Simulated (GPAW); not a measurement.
# Quasiparticle gap of NbInO4 (P2/c) in GPAW

Wanted: ground state, empty states, screening and self-energy for NbInO4 (P2/c).

Method: LDA and many-body steps on it, plane waves, in GPAW 26.7.0.

**Experimental background.**

- Gap 4.7 eV: direct gap from Elliott-Toyozawa fit; diffuse reflectance; 300 K; powder (“Accurate Determination of the Band-Gap Energy of the Rare-Earth Niobate Series”, 2024, arxiv:2401.13477).

This is a report of a sequence of runs, with most program output left out.

## (1) Set-up

The structure is monoclinic, space group P2/c (No. 13). Conventional cell: a = 4.835 Å, b = 5.771 Å, c = 5.144 Å, α = 90.00°, β = 91.13°, γ = 90.00°. Nearest to Nb lie 6 O at 1.88 to 2.15 Å. Nearest to In lie 6 O at 2.10 to 2.23 Å. Nearest to O lie 1 Nb at 1.88 Å and 2 In at 2.15 to 2.23 Å. Nearest to O lie 2 Nb at 1.98 to 2.15 Å and 1 In at 2.10 Å. Farther neighbours and most contacts between anions are not listed.

As a file:

```cif
data_structure
_symmetry_space_group_name_H-M 'P2/c'
_symmetry_Int_Tables_number 13
_cell_length_a 4.8355
_cell_length_b 5.7709
_cell_length_c 5.1440
_cell_angle_alpha 90.000
_cell_angle_beta 91.130
_cell_angle_gamma 90.000
_cell_volume 143.52
loop_
_atom_site_label
_atom_site_type_symbol
_atom_site_symmetry_multiplicity
_atom_site_Wyckoff_symbol
_atom_site_fract_x
_atom_site_fract_y
_atom_site_fract_z
_atom_site_occupancy
Nb1 Nb 2 e 0.00000 0.17790 0.25000 1
In1 In 2 f 0.50000 0.68250 0.25000 1
O1 O 4 g 0.26000 0.61800 0.90100 1
O2 O 4 g 0.21700 0.89800 0.43800 1
```

The cell and positions come from the Crystallography Open Database and are kept as given unless a step says otherwise.

## (2) Ground state

This step: GPAW 26.7.0; DFT, LDA, plane waves, PAW.

The ground-state density comes first.

run.py

```python
import json
import numpy as np
from gpaw.mpi import world
from ase import Atoms
from gpaw import GPAW, PW, FermiDirac

atoms = Atoms(['Nb', 'Nb', 'In', 'In', 'O', 'O', 'O', 'O', 'O', 'O', 'O', 'O'],
    cell=[[4.8355000000, 0.0000000000, 0.0000000000],
      [0.0000000000, 5.7709000000, 0.0000000000],
      [-0.1014445258, 0.0000000000, 5.1429996119]],
    scaled_positions=[[0.0000000000, 0.1779000000, 0.2500000000],
      [0.0000000000, 0.8221000000, 0.7500000000],
      [0.5000000000, 0.6825000000, 0.2500000000],
      [0.5000000000, 0.3175000000, 0.7500000000],
      [0.2600000000, 0.6180000000, 0.9010000000],
      [0.7400000000, 0.6180000000, 0.5990000000],
      [0.7400000000, 0.3820000000, 0.0990000000],
      [0.2600000000, 0.3820000000, 0.4010000000],
      [0.2170000000, 0.8980000000, 0.4380000000],
      [0.7830000000, 0.8980000000, 0.0620000000],
      [0.7830000000, 0.1020000000, 0.5620000000],
      [0.2170000000, 0.1020000000, 0.9380000000]],
    pbc=(True, True, True))
calc = GPAW(mode=PW(600),
    xc='LDA',
    kpts={'size': (6, 4, 6), 'gamma': True},
    occupations=FermiDirac(0.001),
    nbands=-12,
    convergence={'density': 1e-6, 'bands': -3},
    maxiter=100,
    txt='gs.txt')
atoms.calc = calc
res = {'energy': atoms.get_potential_energy()}
kpts = calc.get_ibz_k_points()
res['kpts'] = kpts
res['eigenvalues'] = [calc.get_eigenvalues(kpt=k) for k in range(len(kpts))]
res['n_electrons'] = calc.get_number_of_electrons()
calc.write('gs.gpw')

if world.rank == 0:
    with open('result.json', 'w') as f:
        json.dump(res, f, default=lambda x: x.tolist())
```

Launch:

```bash
mpirun -n 4 gpaw python run.py
```

Wall time 73 s (4 MPI ranks of AMD EPYC 9R45, shared host); peak memory 1.4 GiB; 4.9 min of CPU time.

Numbers from this step:

* total energy: -105.1846 eV
* gap: 3.208 eV
* k of the valence top: 0.3333, 0, -0.3333
* k of the conduction bottom: 0.1667, 0, 0.5
* least direct gap: 3.351 eV

The gap is indirect, with the least direct gap 0.14 eV higher.

## (3) Bands along the symmetry lines

Levels along a band path, at the cheap level, show where the edges lie and whether the meshes to come will hold them.

run.py

```python
import json
import numpy as np
from gpaw.mpi import world
from gpaw import GPAW

path = [[0.000000, 0.000000, 0.000000],
    [0.000000, 0.062500, 0.000000],
    [0.000000, 0.125000, 0.000000],
    [0.000000, 0.187500, 0.000000],
    [0.000000, 0.250000, 0.000000],
    [0.000000, 0.312500, 0.000000],
    [0.000000, 0.375000, 0.000000],
    [0.000000, 0.437500, 0.000000],
    [0.000000, 0.500000, 0.000000],
    [0.000000, 0.500000, 0.062500],
    [0.000000, 0.500000, 0.125000],
    [0.000000, 0.500000, 0.187500],
    [0.000000, 0.500000, 0.250000],
    [0.000000, 0.500000, 0.312500],
    [0.000000, 0.500000, 0.375000],
    [0.000000, 0.500000, 0.437500],
    [0.000000, 0.500000, 0.500000],
    [0.000000, 0.437500, 0.500000],
    [0.000000, 0.375000, 0.500000],
    [0.000000, 0.312500, 0.500000],
    [0.000000, 0.250000, 0.500000],
    [0.000000, 0.187500, 0.500000],
    [0.000000, 0.125000, 0.500000],
    [0.000000, 0.062500, 0.500000],
    [0.000000, 0.000000, 0.500000],
    [0.000000, 0.000000, 0.437500],
    [0.000000, 0.000000, 0.375000],
    [0.000000, 0.000000, 0.312500],
    [0.000000, 0.000000, 0.250000],
    [0.000000, 0.000000, 0.187500],
    [0.000000, 0.000000, 0.125000],
    [0.000000, 0.000000, 0.062500],
    [0.000000, 0.000000, 0.000000],
    [-0.062500, 0.000000, 0.062500],
    [-0.125000, 0.000000, 0.125000],
    [-0.187500, 0.000000, 0.187500],
    [-0.250000, 0.000000, 0.250000],
    [-0.312500, 0.000000, 0.312500],
    [-0.375000, 0.000000, 0.375000],
    [-0.437500, 0.000000, 0.437500],
    [-0.500000, 0.000000, 0.500000],
    [-0.500000, 0.062500, 0.500000],
    [-0.500000, 0.125000, 0.500000],
    [-0.500000, 0.187500, 0.500000],
    [-0.500000, 0.250000, 0.500000],
    [-0.500000, 0.312500, 0.500000],
    [-0.500000, 0.375000, 0.500000],
    [-0.500000, 0.437500, 0.500000],
    [-0.500000, 0.500000, 0.500000],
    [-0.437500, 0.500000, 0.437500],
    [-0.375000, 0.500000, 0.375000],
    [-0.312500, 0.500000, 0.312500],
    [-0.250000, 0.500000, 0.250000],
    [-0.187500, 0.500000, 0.187500],
    [-0.125000, 0.500000, 0.125000],
    [-0.062500, 0.500000, 0.062500],
    [0.000000, 0.500000, 0.000000],
    [-0.062500, 0.500000, 0.000000],
    [-0.125000, 0.500000, 0.000000],
    [-0.187500, 0.500000, 0.000000],
    [-0.250000, 0.500000, 0.000000],
    [-0.312500, 0.500000, 0.000000],
    [-0.375000, 0.500000, 0.000000],
    [-0.437500, 0.500000, 0.000000],
    [-0.500000, 0.500000, 0.000000],
    [-0.500000, 0.437500, 0.000000],
    [-0.500000, 0.375000, 0.000000],
    [-0.500000, 0.312500, 0.000000],
    [-0.500000, 0.250000, 0.000000],
    [-0.500000, 0.187500, 0.000000],
    [-0.500000, 0.125000, 0.000000],
    [-0.500000, 0.062500, 0.000000],
    [-0.500000, 0.000000, 0.000000],
    [-0.437500, 0.000000, 0.000000],
    [-0.375000, 0.000000, 0.000000],
    [-0.312500, 0.000000, 0.000000],
    [-0.250000, 0.000000, 0.000000],
    [-0.187500, 0.000000, 0.000000],
    [-0.125000, 0.000000, 0.000000],
    [-0.062500, 0.000000, 0.000000],
    [0.000000, 0.000000, 0.000000]]
calc = GPAW('gs.gpw').fixed_density(kpts=path,
    symmetry='off',
    nbands=60,
    convergence={'bands': 56},
    txt='bands.txt')
res = {}
kpts = calc.get_ibz_k_points()
res['kpts'] = kpts
res['eigenvalues'] = [calc.get_eigenvalues(kpt=k) for k in range(len(kpts))]
res['n_electrons'] = calc.get_number_of_electrons()

if world.rank == 0:
    with open('result.json', 'w') as f:
        json.dump(res, f, default=lambda x: x.tolist())
```

Launch:

```bash
mpirun -n 4 gpaw python run.py
```

Elapsed: 48 s, on 4 MPI ranks; peak memory 1.6 GiB; 3.2 min of CPU time.

Numbers from this step:

```yaml
gap: 3.287 eV
k_of_the_valence_top: -0.3125, 0, 0.3125
k_of_the_conduction_bottom: 0, 0, 0.375
least_direct_gap: 3.351 eV
```

The gap is 3.287 eV, +0.078 eV from the run before at this level.

The electronic bands at the labelled points (eV, zero at the top of the highest filled band):

```csv
point,band 47,band 48,band 49,band 50,band 51,band 52,band 53,band 54
Γ,-0.54,-0.53,-0.18,-0.14,3.48,3.93,4.09,4.12
halfway,-0.66,-0.44,-0.28,-0.12,3.40,3.88,4.21,4.36
Z,-0.59,-0.55,-0.37,-0.06,3.30,4.09,4.30,4.42
halfway,-0.82,-0.78,-0.22,-0.20,3.35,4.05,4.14,4.34
D,-0.54,-0.54,-0.35,-0.35,3.54,3.54,4.29,4.29
halfway,-0.45,-0.45,-0.33,-0.33,3.44,3.44,4.23,4.23
B,-0.44,-0.44,-0.23,-0.23,3.34,3.34,4.06,4.06
halfway,-0.48,-0.37,-0.18,-0.16,3.39,3.60,4.03,4.04
Γ,-0.54,-0.53,-0.18,-0.14,3.48,3.93,4.09,4.12
halfway,-0.77,-0.41,-0.23,0.00,3.48,3.57,4.18,4.23
A,-0.52,-0.52,-0.18,-0.18,3.80,3.80,4.23,4.23
halfway,-0.60,-0.60,-0.25,-0.25,3.91,3.91,4.10,4.10
E,-0.83,-0.83,-0.32,-0.32,3.93,3.93,4.04,4.04
halfway,-0.79,-0.74,-0.25,-0.25,3.48,3.53,4.27,4.36
Z,-0.59,-0.55,-0.37,-0.06,3.30,4.09,4.30,4.42
halfway,-0.65,-0.60,-0.39,-0.26,3.59,4.16,4.24,4.35
C2,-0.69,-0.53,-0.35,-0.17,3.89,3.91,4.12,4.26
halfway,-0.67,-0.49,-0.31,-0.08,3.89,3.94,4.11,4.24
Y2,-0.39,-0.28,-0.27,-0.02,3.89,3.94,3.94,4.37
halfway,-0.63,-0.47,-0.21,-0.09,3.68,3.96,4.01,4.21
Γ,-0.54,-0.53,-0.18,-0.14,3.48,3.93,4.09,4.12
```

## (4) Empty states on the mesh, 4×2×4 mesh, 335 bands

The sums over transitions need many empty states on a uniform mesh; this step solves for them.

run.py

```python
import json
import numpy as np
from gpaw.mpi import world
from gpaw import GPAW

calc = GPAW('gs.gpw').fixed_density(kpts={'size': (4, 2, 4), 'gamma': True},
    nbands=390,
    convergence={'bands': 335},
    txt='nscf.txt')
calc.write('full.gpw', mode='all')
res = {}
kpts = calc.get_ibz_k_points()
res['kpts'] = kpts
res['eigenvalues'] = [calc.get_eigenvalues(kpt=k) for k in range(len(kpts))]
res['n_electrons'] = calc.get_number_of_electrons()

if world.rank == 0:
    with open('result.json', 'w') as f:
        json.dump(res, f, default=lambda x: x.tolist())
```

Launch:

```bash
mpirun -n 4 gpaw python run.py
```

Elapsed: 3.3 min, on 4 MPI ranks; peak memory 2.1 GiB; 13 min of CPU time.

This step gave:

* gap: 3.239 eV
* k of the valence top: 0.25, 0, -0.25
* k of the conduction bottom: 0.25, 0, 0.5
* least direct gap: 3.351 eV
* k points computed: 20
* lowest point of the top converged band, above the valence top: 82.6984 eV

On this mesh the gap is 3.239 eV. The earlier step found 3.208 eV, so this mesh misses an edge.

## (5) Screening and self-energy, 4×2×4 mesh, 151 bands, screening to 60 eV

G0W0 replaces the xc potential by the self-energy, built once from these orbitals. Only a window of levels is corrected, while the sums run over the empty bands that the input names.

This step: G0W0 on LDA, plane waves, PAW.

run.py

```python
import json
import numpy as np
from gpaw.mpi import world
from gpaw.response.g0w0 import G0W0

gw = G0W0('full.gpw',
    filename='gw',
    kpts=[0, 3, 6, 9],
    bands=(48, 52),
    ecut=60,
    nbands=151,
    integrate_gamma='WS',
    ppa=True)
gw.calculate()
res = {mode: {k: v for k, v in r.items() if k != 'sigma_eskwn'}
       for mode, r in gw.all_results.items()}

if world.rank == 0:
    with open('result.json', 'w') as f:
        json.dump(res, f, default=lambda x: x.tolist())
```

Launch:

```bash
mpirun -n 4 gpaw python run.py
```

Run time: 2.7 min. Hardware: 4 MPI ranks; peak memory 3.1 GiB; 11 min of CPU time.

Numbers from this step:

- G0W0 gap on the mesh: 5.206 eV
- least direct G0W0 gap on the computed points: 5.394 eV
- Z at the valence top: 0.7755
- Z at the conduction bottom: 0.8216
- starting gap on the mesh: 3.239 eV
- k of the valence top: 0.25, 0, -0.25
- k of the conduction bottom: 0.25, 0, 0.5

The gap on the mesh goes from 3.24 eV to 5.21 eV, a correction of +1.97 eV. The start differs from the 3.21 eV found before because the two sample other k points.

Limits: finite bands, cutoff and mesh; no spin-orbit coupling; coarse k mesh. v1 is the top filled band, c1 the lowest empty one. The levels before and after the correction (eV, zero at the valence-band top of each column):

```csv
,conduction bottom,valence top
Kohn-Sham,3.24,0.00
G0W0,5.21,0.00
```

```csv
,level,energy (eV)
Kohn-Sham,(0.25 0 -0.25) v2,-0.232
Kohn-Sham,(0.25 0 -0.25) v1,0.000
Kohn-Sham,(0.25 0 -0.25) c1,3.486
Kohn-Sham,(0.25 0 -0.25) c2,3.568
Kohn-Sham,(0.25 0 0.5) v2,-0.275
Kohn-Sham,(0.25 0 0.5) v1,-0.178
Kohn-Sham,(0.25 0 0.5) c1,3.239
Kohn-Sham,(0.25 0 0.5) c2,3.880
G0W0,(0.25 0 -0.25) v2,-0.285
G0W0,(0.25 0 -0.25) v1,0.000
G0W0,(0.25 0 -0.25) c1,5.489
G0W0,(0.25 0 -0.25) c2,5.589
G0W0,(0.25 0 0.5) v2,-0.282
G0W0,(0.25 0 0.5) v1,-0.206
G0W0,(0.25 0 0.5) c1,5.206
G0W0,(0.25 0 0.5) c2,5.915
```

## (6) Where the time went

Times are wall times on 4 MPI ranks of AMD EPYC 9R45, shared host, good to a factor of about two.

```csv
step,time,share,memory (GiB)
ground state,73 s,15 %,1.4
bands along the symmetry lines,48 s,10 %,1.6
empty states on the mesh,3.3 min,41 %,2.1
screening and self-energy,2.7 min,34 %,3.1
```

## (7) Summary of results

| Property | Result |
| --- | --- |
| LDA gap | 3.21 eV, indirect |
| G0W0 gap on the mesh | 5.21 eV |
| G0W0 gap over the zone (rigid shift) | 5.18 eV |
| GW settings | 4×2×4 mesh, 151 bands, screening to 60 eV, Godby-Needs plasmon pole |
| known limits | not at the basis limit; no spin-orbit coupling; coarse k mesh |

In words: G0W0 moves the gap on the mesh from 3.24 eV to 5.21 eV (+1.97 eV), with Z of 0.78 and 0.82 at the edges. The mesh misses the band edges by 0.03 eV in all; a rigid shift gives 5.18 eV for the zone. Against experiment, by G0W0@LDA: the direct gap of 5.39 eV lies +0.69 eV from the measured 4.7 eV (electronic, 300 K, 2024). The calculation has static nuclei and no excitons; a measured gap holds zero-point and thermal motion, which mostly lowers it. Bands and cutoff are finite, so the gap is not at the basis limit. The miss can reach some tenths of an eV and take either sign; the mesh is an error of its own. These stock PAW sets were not made for GW. The 4×2×4 mesh is coarse for this cell, which bears on the long-range parts of exchange and screening. The many-body steps are scalar-relativistic: spin-orbit coupling is not in them.

[Paths, hosts, dates, memory and timing lines, banners, echoed tables and standing remarks are left out of the program output.]

[Logs are printed without paths, hosts, clocks, repeated set-up lines and the standing remarks that a program may print on its own settings, such as how far it seeks lower states.]

[Runs of the session that timed out or met a known fault of the program may be left out.]

[Hosts, paths, dates, database ids (printed as entryN), source tags and the programs' standing remarks are cut or masked in the printed files.]
